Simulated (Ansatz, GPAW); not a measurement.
# Si/V(110): work function by functional and basis, part 3 of 3

How far do functional and basis move the work function of Si/V(110)?

GPAW 26.7.0 and Ansatz 0.2.0; GPAW, PAW setups; slab in vacuum (the session's first sound run).

So far, upper work function (eV): step 2 (relaxation, PBE, GPAW) 5.10; step 5 (self-consistent run: xc = "RPBE") 5.03; step 6 (OptPBE vdW: xc = "optPBE-vdW", GPAW, PAW setups, GPAW) 5.24; step 7 (real-space grid: mode = "fd", PBE, GPAW) 5.11; step 8 (atomic orbitals: mode = "lcao", PBE, GPAW) 5.05.

### Step 10. A second plane-wave code

A second program with its own datasets checks the number independently.

This step: Ansatz plane waves; slab in vacuum with a dipole correction; PAW set soft_1 (Ansatz 0.2.0).

Input file input.yaml:

```yaml
crystal:
  lattice:
    - [2.1354624792, -1.51, 0.0]
    - [2.1354624792, 1.51, 0.0]
    - [0.0, 0.0, 26.7310129988]
  atoms:
    - { symbol: V, position: [0.0, 0.0, 0.3366875771] }
    - { symbol: V, position: [0.4999994195, 0.4999994195, 0.4165745608] }
    - { symbol: V, position: [0.0, 0.0, 0.4951187943] }
    - { symbol: V, position: [0.4999994195, 0.4999994195, 0.5735795461] }
    - { symbol: Si, position: [0.0, 0.0, 0.6516641414] }
kpoints:
  mp_grid: { grid: [13, 13, 1] }
hamiltonian:
  xc: pbe
  pseudopotentials: { kind: paw, azcp: { folder: soft_1 } }
scf:
  occupations: { method: fermi_dirac, width: 0.1 }
efield:
  axis: 3
  dipole_correction: true
  ramp_width: 0.05
output:
  forces: true
  write_potential: true
  write_density: true
  volumetric_format: npy
```

Run with:

```sh
> ansatz run input.yaml --threads 4 --pin off --max-ram 8192MiB --backend cpu --events-out ev --progress --plain --runs-dir out
```

Numbers of over 12 decimals in the logs are rounded to 6 here.

Output:

```text
Warning: the atoms were moved onto the symmetric positions of the space group found under crystal.symmetry.tolerance 1.0e-5 (fractional; no operation is sought that the atoms, as they stand in a round, miss by more than twice it, and no atom is moved by as much as it), and the run uses the moved positions. Before a round's move an operation carried an atom to 2.98e-6 Å from where it should land, the largest such dist [...]
Engine: ansatz 0.2.0, aarch64-unknown-linux-gnu
Pseudopotentials: kind: paw
Pseudopotential: V, paw, valence charge 13, recommended cutoff 420 eV (normal), soft_1/V.paw.azcp
Pseudopotential: Si, paw, valence charge 4, recommended cutoff 420 eV (normal), soft_1/Si.paw.azcp
Functional definition: PBE
  parameter kappa = 0.804
  parameter beta = 0.066725
  exchange = pbe_x(kappa = kappa, mu = beta*pi^2/3)
  correlation = pbe_c(beta = beta)
Crystal: 5 atoms, lattice volume = 172.391 Å³
Basis set: ecut = 420 eV, 3343 PW (Γ), exchange–correlation on 36×36×360 points (8 copies of the dense FFT grid, shifted against one another)
Bands: 34, of which v1, the nominal top of the filled ones, is band 28 counted from 1 (27 counted from 0)
Symmetry: 4 space group operations
Space group: Cmm2 (ITA 35), of the structure as read, at distance tolerance 5.6e-5 Å
k-points: 49 of 169
Non-local potential: V, projectors of the file, l = 0: 3, l = 1: 2, l = 2: 3, l = 3: 1
Non-local potential: Si, projectors of the file, l = 0: 2, l = 1: 2, l = 2: 1
PAW form: soft (Blöchl's): semilocal exchange-correlation on the pseudo side does not see the compensation charge
PAW one-centre angular grid: V, 590 points (default); XC on 64 Gauss nodes
PAW one-centre angular grid: Si, 110 points (default); XC on 64 Gauss nodes
Initial density: superposition of atomic densities (neutral atoms: chi_scale 0, normalization atom)
Initial wavefunctions: pseudopotential atomic-orbital guess
Functional: x = pbe(κ = 0.804, μ = 0.219515), c = pbe(β = 0.066725)
SCF iter   1: F=—  HF=-12289.130294 eV  |F-HF|=—  |Δ(HF+E_count)|=         —  Δρ=6.66e-2  dr2=1.12e2  ethr=3.10e-3  p=-0.000 e·Å  D=-4.67e-6 V/Å  ΔV_dip=0.00 eV  dr2_dipole=1.68e-1  V_vac-E_F(+/−)=8.96/8.96 eV  ⟨swp⟩=8.4  Hψ=8494  notcnv=0
efield: sawtooth ramp at fractional position 0.9692 (placed from the atoms, in the widest stretch of the axis that holds none; the zero of the levels goes with the place), width 0.0500; the density the first Hamiltonian is built on has a dipole p = -0.000 e·Å; the dipole correction subtracts the counter field D = -4.67e-6 V/Å, which shifts the + side's vacuum level by +0.00 eV against the − side's; the planar-averaged density in the ramp window peaks in size at 3.3e-5 e/Å³
preconditioner: auto → LDOS  [metal: Δε(μ)=0.013 eV  Ē_g=3.848 eV  σ=0.100 eV  W_gap=0.03  n_scr=18 (ndim 8)  ℏωp=13.9 eV  f_vac=0.531  D(μ)=3.64/eV (n_scr^D=16)  β→1.0]
SCF iter   2: F=—  HF=-12291.222646 eV  |F-HF|=—  |Δ(HF+E_count)|=    2.09e0  Δρ=1.06e-1  dr2=1.81e2  ethr=3.10e-3  p=-0.051 e·Å  D=-5.32e-2 V/Å  ΔV_dip=1.42 eV  dr2_dipole=7.40e0  V_vac-E_F(+/−)=2.74/1.32 eV  ⟨swp⟩=6.6  Hψ=5545  notcnv=0
SCF iter   3: F=—  HF=-12284.863506 eV  |F-HF|=—  |Δ(HF+E_count)|=    6.36e0  Δρ=3.12e-2  dr2=1.54e1  ethr=3.10e-3  p=-0.010 e·Å  D=-1.06e-2 V/Å  ΔV_dip=0.28 eV  dr2_dipole=1.04e-1  V_vac-E_F(+/−)=4.70/4.41 eV  ⟨swp⟩=4.8  Hψ=4356  notcnv=0
SCF iter   4: F=—  HF=-12284.263099 eV  |F-HF|=—  |Δ(HF+E_count)|=   6.00e-1  Δρ=5.07e-3  dr2=3.46e-1  ethr=3.10e-3  p=-0.009 e·Å  D=-9.38e-3 V/Å  ΔV_dip=0.25 eV  dr2_dipole=9.64e-3  V_vac-E_F(+/−)=5.58/5.33 eV  ⟨swp⟩=4.3  Hψ=4190  notcnv=0
SCF iter   5: F=—  HF=-12284.239344 eV  |F-HF|=—  |Δ(HF+E_count)|=   2.38e-2  Δρ=2.66e-3  dr2=1.38e-2  ethr=6.18e-4  p=-0.011 e·Å  D=-1.13e-2 V/Å  ΔV_dip=0.30 eV  dr2_dipole=1.11e-4  V_vac-E_F(+/−)=5.25/4.94 eV  ⟨swp⟩=2.8  Hψ=2342  notcnv=0
SCF iter   6: F=—  HF=-12284.238589 eV  |F-HF|=—  |Δ(HF+E_count)|=   7.55e-4  Δρ=1.26e-3  dr2=2.21e-2  ethr=2.47e-5  p=-0.011 e·Å  D=-1.12e-2 V/Å  ΔV_dip=0.30 eV  dr2_dipole=4.22e-3  V_vac-E_F(+/−)=5.14/4.84 eV  ⟨swp⟩=3.2  Hψ=3235  notcnv=0
SCF iter   7: F=—  HF=-12284.238472 eV  |F-HF|=—  |Δ(HF+E_count)|=   1.17e-4  Δρ=4.15e-4  dr2=1.19e-3  ethr=2.47e-5  p=-0.011 e·Å  D=-1.10e-2 V/Å  ΔV_dip=0.30 eV  dr2_dipole=1.67e-4  V_vac-E_F(+/−)=5.13/4.84 eV  ⟨swp⟩=1.0  Hψ=1683  notcnv=0
SCF iter   8: F=—  HF=-12284.238498 eV  |F-HF|=—  |Δ(HF+E_count)|=   2.61e-5  Δρ=1.54e-4  dr2=9.48e-5  ethr=2.12e-6  p=-0.011 e·Å  D=-1.14e-2 V/Å  ΔV_dip=0.30 eV  dr2_dipole=2.99e-5  V_vac-E_F(+/−)=5.11/4.81 eV  ⟨swp⟩=2.1  Hψ=2123  notcnv=0
SCF iter   9: F=—  HF=-12284.238515 eV  |F-HF|=—  |Δ(HF+E_count)|=   1.64e-5  Δρ=9.35e-5  dr2=8.36e-5  ethr=1.69e-7  p=-0.011 e·Å  D=-1.16e-2 V/Å  ΔV_dip=0.31 eV  dr2_dipole=2.04e-5  V_vac-E_F(+/−)=5.11/4.80 eV  ⟨swp⟩=2.2  Hψ=2389  notcnv=0
SCF iter  10: F=—  HF=-12284.238516 eV  |F-HF|=—  |Δ(HF+E_count)|=   1.04e-6  Δρ=3.26e-5  dr2=1.07e-5  ethr=1.49e-7  p=-0.011 e·Å  D=-1.19e-2 V/Å  ΔV_dip=0.32 eV  dr2_dipole=1.30e-7  V_vac-E_F(+/−)=5.10/4.78 eV  ⟨swp⟩=1.6  Hψ=1714  notcnv=0
SCF iter  11: F=—  HF=-12284.238515 eV  |F-HF|=—  |Δ(HF+E_count)|=   1.15e-7  Δρ=8.85e-6  dr2=6.91e-7  ethr=1.90e-8  p=-0.011 e·Å  D=-1.20e-2 V/Å  ΔV_dip=0.32 eV  dr2_dipole=6.49e-8  V_vac-E_F(+/−)=5.10/4.78 eV  ⟨swp⟩=2.0  Hψ=2163  notcnv=0
SCF iter  12: F=-12284.238516 eV  HF=-12284.238516 eV  |F-HF|=2.67e-8  |Δ(HF+E_count)|=   2.33e-7  Δρ=3.46e-6  dr2=6.99e-8  ethr=1.79e-10  p=-0.011 e·Å  D=-1.21e-2 V/Å  ΔV_dip=0.32 eV  dr2_dipole=1.79e-8  V_vac-E_F(+/−)=5.10/4.78 eV  ⟨swp⟩=14.6  Hψ=15622  notcnv=0
SCF 1 converged in 12 iterations: F = -12284.238516 eV  dr2 = 6.99e-8
  greatest PAW one-centre occupation: 1.000 electrons in one spin orbital (limit 2), on the V atom at site 2 (counted from 0), in its partial waves of l = 0
WARN: The input density's exchange-correlation potential varies sharply where the density is thin. Do not read a vacuum level from v_tot or v_xc, or from such a field of the output density. On a cell that repeats whose density bears no net charge and no dipole along the vacuum's axis use v_es (v_loc + v_h of the components); under efield.dipole_correction with no amplitude use v_es + v_field, which holds any external [...]
SCF converged after 12 iterations
Free energy (F): -12284.238516 eV
Harris-Foulkes:  -12284.238516 eV  (|F-HF|=2.67e-8)
Internal energy: -12283.994374 eV  (E = F + TS)
E sigma→0 (E₀):  -12284.116445 eV
Entropy (-TS):   -0.244142 eV (-48.828 meV/atom)
Fermi energy:    3.160829 eV
Dipole field:    D = -0.011864 V/Å  (p = -0.011303 e·Å, saw-weighted, corrected)
Work function:   Φ+ = 5.1018 eV   Φ− = 4.7847 eV
Levels:          The Fermi level and band energies are counted from a zero that moves with the ramp; work functions are not
--- Per-component energies (eV) ---
  E_band       = -1284.248583
  E_kinetic    = 1219.238276
  E_local      = -88200.362936  (includes V_loc(G=0)·N_el)
  E_nonlocal   = 348.735360
  E_hartree    = 43412.452667
  E_xc         = -514.967092
  E_vxc        = -627.586717  (∫ρ·V_xc dr)
  E_paw        = -5012.173976  (= ΣΔE_a)
  E_vpaw       = -848.734122  (= ΣTr[D̂ρ^β])
  E_aug_tail   = 0.004064  (compensation charges beyond the density's cutoff)
  E_efield     = 0.000067  (sawtooth field / dipole correction)
  E_vefield    = -0.438068  (∫n·V_field dr)
  E_ewald      = 36463.079195
  E_smearing   = -0.244142  (= −TS)
  E_closure    = 0.000000  (closes the sum)
  Σ components = -12284.238516   (vs F -12284.238516, Δ=0.00e0)
--- Forces (eV/Å), atoms counted from 1 ---
  atom   1  V      0.00000000     0.00000000     0.53063243
  atom   2  V      0.00000000     0.00000000    -0.44843730
  atom   3  V      0.00000000     0.00000000    -0.00977020
  atom   4  V      0.00000000     0.00000000    -0.00087599
  atom   5  Si     0.00000000     0.00000000    -0.07161763
  max |Σ_I F_I| component: 6.87e-5 eV/Å
--- Band table (eV; the first three rows and the last of 49) ---
  k-point 0: bands = [... 24 lower, 2.8740, 2.8862, 3.3438, 3.3790, 3.4964, 3.6826, 4.1345, 4.4403, ... 2 higher]
  k-point 1: bands = [... 24 lower, 2.8448, 2.9032, 3.1811, 3.3569, 3.4936, 3.7014, 3.8338, 4.5213, ... 2 higher]
  k-point 2: bands = [... 24 lower, 2.7271, 2.8857, 2.9181, 3.1797, 3.2648, 3.5436, 3.8794, 4.7252, ... 2 higher]
  k-point 48: bands = [... 24 lower, 2.1234, 2.6707, 2.7693, 3.7773, 4.4566, 4.7539, 4.9319, 5.2308, ... 2 higher]
```

Wall time 17 s (4 threads of Arm Neoverse V1, shared host); peak memory 0.56 GiB; 61 s of CPU time.

This step gave:

```yaml
free_energy: -12284.2385 eV
smearing_term_ts: 0.2441 eV
symmetry_operations: 4
upper_work_function: 5.102 eV
lower_work_function: 4.785 eV
dipole_along_the_normal: -0.01130 e·Å
dipole_field: -0.01186 V/Å
vacuum_level_above: 8.263 eV
vacuum_level_below: 7.946 eV
```

Table of electrostatic potential energy of an electron (with the applied field's), less the Fermi level, planar mean by z:

z (Å), electrostatic potential energy of an electron (with the applied field's), less the Fermi level, planar mean (eV) and a bar from the least value:
```
      0.0        4.9 ##############################
      0.5        4.8 ##############################
      1.0        4.8 ##############################
      1.5        4.8 ##############################
      2.0        4.8 ##############################
      2.5        4.8 ##############################
      3.0        4.8 ##############################
      3.5        4.8 ##############################
      4.0        4.8 ##############################
      4.5        4.8 ##############################
      5.0        4.8 ##############################
      5.5        4.8 ##############################
      6.0        4.7 #############################
      6.5        4.6 #############################
      7.0        4.2 #############################
      7.5        3.0 ###########################
      8.0       -0.4 ######################
      8.5      -10.9 #######
      9.0      -15.7 
      9.5      -10.5 #######
     10.0       -1.3 #####################
     10.5       -7.4 ############
     11.0      -15.2 #
     11.5      -12.8 ####
     12.0       -2.7 ###################
     12.5       -5.1 ###############
     13.0      -14.4 ##
     13.5      -14.1 ##
     14.0       -4.5 ################
     14.5       -3.3 ##################
     15.0      -13.4 ###
     15.5      -15.1 #
     16.0       -7.1 ############
     16.5       -2.2 ###################
     17.0      -10.4 ########
     17.5      -12.3 #####
     18.0       -7.1 ############
     18.5        1.7 #########################
     19.0        4.2 #############################
     19.5        4.9 ##############################
     20.0        5.1 ##############################
     20.5        5.1 ##############################
     21.0        5.1 ##############################
     21.5        5.1 ##############################
     22.0        5.1 ##############################
     22.5        5.1 ##############################
     23.0        5.1 ##############################
     23.5        5.1 ##############################
     24.0        5.1 ##############################
     24.5        5.1 ##############################
     25.0        5.1 ##############################
     25.5        5.1 ##############################
     26.0        5.1 ##############################
     26.5        5.0 ##############################
```

The valence density, planar mean oscillates, so the rows of the table below give means over windows of 2.08 Å about each position, cut where the curve ends. Its maxima inside the range that stand out by 2 % of the span (Å: e/Å³): 9.1: 2.04, 11.1: 2.06, 13.2: 2.06, 15.3: 2.06. Its minima: 10.1: 0.269, 12.2: 0.278, 14.3: 0.280.

Valence density, planar mean against z; means over each step:

| z (Å) | valence density, planar mean (e/Å³) |
| --- | --- |
| 3.12 | 4.4e-6 |
| 5.20 | 6.1e-4 |
| 7.28 | 0.0632 |
| 9.36 | 0.954 |
| 11.44 | 0.964 |
| 13.52 | 0.966 |
| 15.60 | 0.963 |
| 17.68 | 0.249 |
| 19.76 | 0.0137 |
| 21.84 | 3.9e-5 |

Force by atom:

| atom | x (eV/Å) | y (eV/Å) | z (eV/Å) | size |
| --- | --- | --- | --- | --- |
| V1 | 0.000 | 0.000 | 0.531 | 0.531 |
| V2 | 0.000 | 0.000 | -0.448 | 0.448 |
| V3 | 0.000 | 0.000 | -0.010 | 0.010 |
| V4 | 0.000 | 0.000 | -0.001 | 0.001 |
| Si5 | 0.000 | 0.000 | -0.072 | 0.072 |

The upper face's work function is 5.102 eV, against 5.106 eV in the first plane-wave PBE run at this geometry.

### Step 11. Side by side

Results and costs are gathered.

This step: comparison of work functions, dipole and cost; PAW set soft_1 (GPAW 26.7.0).

Ladder, by row:

| step | code | work function, upper (eV) | work function, lower (eV) | dipole (e Å) | wall time (s) | peak memory (GiB) | threads |
| --- | --- | --- | --- | --- | --- | --- | --- |
| pw | GPAW | 5.106 | 4.776 | -0.01177 | 364.3 | 0.34 | 1 |
| vdW-DF2 | GPAW | 5.3 | 4.973 | -0.01164 | 385 | 0.47 | 1 |
| RPBE | GPAW | 5.033 | 4.655 | -0.01347 | 346.4 | 0.34 | 1 |
| optPBE-vdW | GPAW | 5.243 | 4.904 | -0.01205 | 415.6 | 0.47 | 1 |
| fd | GPAW | 5.107 | 4.775 | -0.01182 | 1142 | 1.31 | 1 |
| lcao | GPAW | 5.045 | 4.756 | -0.01031 | 2919 | 0.42 | 1 |
| ansatz | Ansatz | 5.102 | 4.785 | -0.0113 | 16.89 | 0.559 | 4 |

### Step 12. Results

| Quantity | Value |
| --- | --- |
| work function, upper and lower face | 5.106 and 4.776 eV |
| dipole along the normal | -0.0118 e Å |

In words: With plane waves and PBE the work function is 5.11 eV on the upper face and 4.78 eV on the lower. The two faces differ by 0.33 eV, the step that the slab's dipole makes (e p/(ε0 A) gives 0.33 eV), so the dipole layer is needed. Over the sound runs of the table the upper face's work function spans 5.033 (RPBE) to 5.300 eV (vdW-DF2). The two plane-wave codes differ by 0.0044 eV on the upper face. The cell of 6.45 Å² holds one Si, started on one chosen site; other sites and coverages weren't tried. The runs had no spin polarisation, so a magnetic state, which thin layers of d-metal atoms can have, wasn't tested. The in-plane lattice was kept as typed, which isn't the functional's own and leaves some strain; spin-orbit coupling and temperature are left out.

[Logs are printed without paths, hosts, clocks, repeated set-up lines and the standing remarks that a program may print on its own settings, such as how far it seeks lower states.]

[Hosts, paths, dates, database ids (printed as entryN), source tags and the programs' standing remarks are cut or masked in the printed files.]
